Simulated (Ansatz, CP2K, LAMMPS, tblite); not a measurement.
**Glassy B2O3 (100 atoms), the geometry as built**

This is the geometry as built. Method: Kohn-Sham DFT, PBE, PAW, plane waves (Ansatz 0.2.0); cutoff 420 eV, Γ point, fermi-dirac smearing of 0.05 eV; density 2.02 g/cm³.

Cell vectors (Å):

```
10.452 0.000 0.000
0.000 10.452 0.000
0.000 0.000 10.452
```

Positions (Å):

```
1 B 8.919 1.963 0.307
2 B 6.216 4.134 4.676
3 B 7.697 4.958 2.574
4 B 3.501 5.465 1.245
5 B 4.700 10.406 7.335
6 B 7.842 7.859 4.666
7 B 0.572 7.798 9.004
8 B 10.287 2.345 8.425
9 B 1.121 5.450 10.088
10 B 0.974 0.199 4.095
11 B 5.365 3.399 0.957
12 B 2.330 1.583 8.979
13 B 0.934 9.127 1.764
14 B 7.163 6.181 7.971
15 B 9.037 1.987 5.175
16 B 3.026 8.355 7.885
17 B 4.867 1.409 2.779
18 B 1.883 5.485 3.519
19 B 4.569 6.079 7.975
20 B 4.594 7.598 0.730
21 B 3.116 8.142 4.873
22 B 7.043 6.747 0.765
23 B 2.543 3.921 5.705
24 B 6.900 3.882 9.198
25 B 5.366 9.787 9.770
26 B 9.772 6.262 3.492
27 B 5.368 6.593 5.023
28 B 9.489 6.803 6.675
29 B 7.340 2.721 6.790
30 B 7.176 0.103 1.292
31 B 2.911 9.753 0.021
32 B 10.308 3.928 1.540
33 B 0.666 8.755 5.868
34 B 3.170 4.004 8.897
35 B 9.317 8.227 0.270
36 B 4.160 9.335 2.726
37 B 4.332 1.826 5.413
38 B 0.526 4.581 7.114
39 B 0.616 2.709 3.832
40 B 7.855 10.426 3.886
41 O 6.963 4.184 3.502
42 O 8.970 7.124 4.260
43 O 7.389 5.190 8.980
44 O 3.398 2.825 5.685
45 O 7.881 9.257 4.691
46 O 4.158 9.128 10.104
47 O 8.244 6.621 7.204
48 O 4.308 0.200 2.343
49 O 7.050 3.005 8.101
50 O 6.602 7.209 4.782
51 O 9.271 3.125 1.006
52 O 10.108 8.078 6.476
53 O 0.975 9.879 2.953
54 O 9.422 1.927 9.424
55 O 4.160 7.272 5.150
56 O 10.332 5.690 6.558
57 O 5.221 2.328 1.803
58 O 2.669 5.478 2.377
59 O 0.703 6.248 3.560
60 O 1.113 1.707 8.350
61 O 5.496 10.321 8.510
62 O 5.879 6.326 7.448
63 O 10.060 2.867 4.784
64 O 1.687 8.439 8.382
65 O 2.215 4.697 9.677
66 O 4.162 4.776 8.282
67 O 6.242 10.054 0.389
68 O 1.873 8.151 5.508
69 O 3.604 6.651 0.488
70 O 10.139 8.567 1.400
71 O 10.211 3.618 7.839
72 O 0.648 6.465 9.288
73 O 5.862 7.219 0.237
74 O 4.927 1.670 4.132
75 O 6.680 3.305 5.714
76 O 9.900 8.535 9.517
77 O 0.556 3.388 2.598
78 O 3.683 9.434 7.326
79 O 8.589 1.066 4.216
80 O 7.051 5.631 1.595
81 O 4.623 8.218 2.019
82 O 8.208 7.464 0.477
83 O 9.028 5.298 2.824
84 O 1.833 4.285 6.839
85 O 8.257 0.887 0.828
86 O 2.032 9.163 0.942
87 O 5.325 5.183 4.953
88 O 0.563 10.052 5.299
89 O 4.725 0.854 6.352
90 O 0.374 4.992 0.721
91 O 8.476 2.024 6.476
92 O 3.651 7.087 7.984
93 O 2.194 4.593 4.537
94 O 3.434 9.096 3.940
95 O 3.193 2.636 8.994
96 O 4.421 4.435 1.083
97 O 6.307 3.488 10.378
98 O 2.644 0.508 9.826
99 O 7.187 10.261 2.660
100 O 1.345 1.548 3.982
```

Predict the forces and charges.

Columns: atom, q, fx, fy, fz (forces in eV/Å, q the Löwdin charge in e).

```
1 0.68 1.442 0.701 -1.254
2 0.68 1.824 1.803 0.964
3 0.70 -0.659 1.114 1.936
4 0.68 0.945 0.444 1.166
5 0.69 -1.487 -1.947 1.979
6 0.68 -1.378 0.158 -1.821
7 0.68 0.808 1.093 0.720
8 0.69 2.014 1.132 1.819
9 0.66 -0.480 -1.834 -0.045
10 0.67 -0.101 -0.942 -0.023
11 0.68 -1.252 1.373 -0.444
12 0.68 -1.647 -0.065 1.131
13 0.68 -1.765 1.786 0.428
14 0.69 0.304 -2.901 -0.874
15 0.71 0.031 -0.200 -0.297
16 0.66 -0.059 -1.679 0.496
17 0.68 -1.259 -0.119 -0.234
18 0.68 -0.242 -0.963 -1.337
19 0.68 -0.541 -0.132 -0.210
20 0.64 0.597 -0.528 1.516
21 0.65 0.718 0.586 -0.208
22 0.68 0.311 0.576 -0.060
23 0.69 -0.455 0.192 -0.848
24 0.68 -0.328 0.457 -1.624
25 0.72 0.817 1.867 0.636
26 0.68 -0.675 -0.311 1.025
27 0.67 0.396 -0.172 -0.829
28 0.67 1.959 -0.613 0.835
29 0.67 0.189 1.708 0.107
30 0.68 1.077 0.826 -0.422
31 0.67 -1.265 1.297 -0.432
32 0.67 0.425 -0.420 -1.672
33 0.70 1.069 0.517 -2.503
34 0.68 -0.743 1.940 0.564
35 0.68 1.766 -0.870 1.338
36 0.66 -0.446 -1.648 1.149
37 0.70 -0.223 -0.283 -0.872
38 0.69 -2.353 -0.826 -0.265
39 0.69 -1.961 -1.169 -1.711
40 0.69 0.405 -2.268 -0.093
41 -0.39 0.626 -0.036 -0.863
42 -0.39 0.270 0.649 0.257
43 -0.41 -0.489 0.793 -0.073
44 -0.36 0.674 -0.353 0.362
45 -0.39 0.148 0.257 -0.319
46 -0.34 -0.975 -0.879 1.099
47 -0.35 -0.760 1.098 0.433
48 -0.39 0.499 0.311 -0.198
49 -0.37 -0.590 0.018 0.791
50 -0.39 0.323 0.322 0.373
51 -0.41 -0.294 -0.106 0.450
52 -0.37 -1.248 -0.398 0.649
53 -0.37 -0.245 -0.644 -0.931
54 -0.38 -0.257 -0.306 0.056
55 -0.38 0.033 -1.086 0.515
56 -0.39 0.478 -0.293 0.264
57 -0.36 0.672 -0.608 0.162
58 -0.37 -0.016 0.320 0.176
59 -0.37 -0.544 -0.151 -0.097
60 -0.41 -0.501 -0.560 -0.091
61 -0.37 0.713 0.524 -0.381
62 -0.38 -0.133 0.465 1.343
63 -0.39 -1.035 -0.144 0.779
64 -0.40 0.031 0.597 -0.013
65 -0.39 -0.225 -0.352 0.087
66 -0.38 0.834 -0.442 0.012
67 -0.36 -0.103 -0.086 -0.580
68 -0.39 1.203 -1.282 0.468
69 -0.43 -0.649 -0.549 0.428
70 -0.41 0.163 0.051 0.327
71 -0.40 -0.013 0.737 -0.272
72 -0.38 -0.029 0.031 0.350
73 -0.41 0.806 0.223 -0.149
74 -0.39 -0.393 0.630 0.875
75 -0.40 -1.293 0.246 -0.601
76 -0.40 1.270 -0.795 -1.643
77 -0.38 0.754 -0.007 1.214
78 -0.38 -0.566 0.039 -0.243
79 -0.37 -0.059 0.933 0.446
80 -0.37 -0.562 0.301 -0.681
81 -0.41 -0.641 1.312 0.410
82 -0.36 -0.052 0.278 -0.019
83 -0.37 0.749 -0.715 -0.357
84 -0.37 1.042 -0.577 -0.100
85 -0.38 -0.736 0.059 -0.005
86 -0.36 1.490 0.209 -1.320
87 -0.40 -0.050 -0.247 -0.065
88 -0.39 -0.229 0.309 0.347
89 -0.34 0.295 1.419 -0.493
90 -0.39 -0.256 -0.493 0.436
91 -0.38 0.722 -0.518 -1.163
92 -0.37 -0.423 0.854 0.027
93 -0.38 0.364 -0.178 0.183
94 -0.39 0.258 0.937 -1.376
95 -0.37 1.156 0.519 -0.478
96 -0.39 -0.050 -0.379 -0.280
97 -0.37 0.052 -0.789 0.241
98 -0.37 0.169 -0.873 0.260
99 -0.39 -0.445 0.139 -0.541
100 -0.40 0.290 -0.414 -0.215
```

The quench rate of 100 K/ps is many orders above laboratory rates, so the cell is likely richer in defects and strain than a real sample. The network of bonds at the start is that of the classical potential that made the cell, and needn't be the one that DFT or experiment would give. The classical run held zero pressure, yet DFT finds -8.4 GPa in this frame, which points to a density or bond lengths far off those of this functional. Only the Γ point is sampled, in a cell whose shortest periodic width is 10 Å. The Löwdin charges lack the electrons that the projection spills, 0.043 e an atom on average.

The r.m.s. force component is 0.860 eV/Å; the longest force, 3.15 eV/Å, acts on B5.

[Logs are printed without paths, hosts, clocks, repeated set-up lines and the standing remarks that a program may print on its own settings, such as how far it seeks lower states.]

[Hosts, paths, dates, database ids (printed as entryN), source tags and the programs' standing remarks are cut or masked in the printed files.]
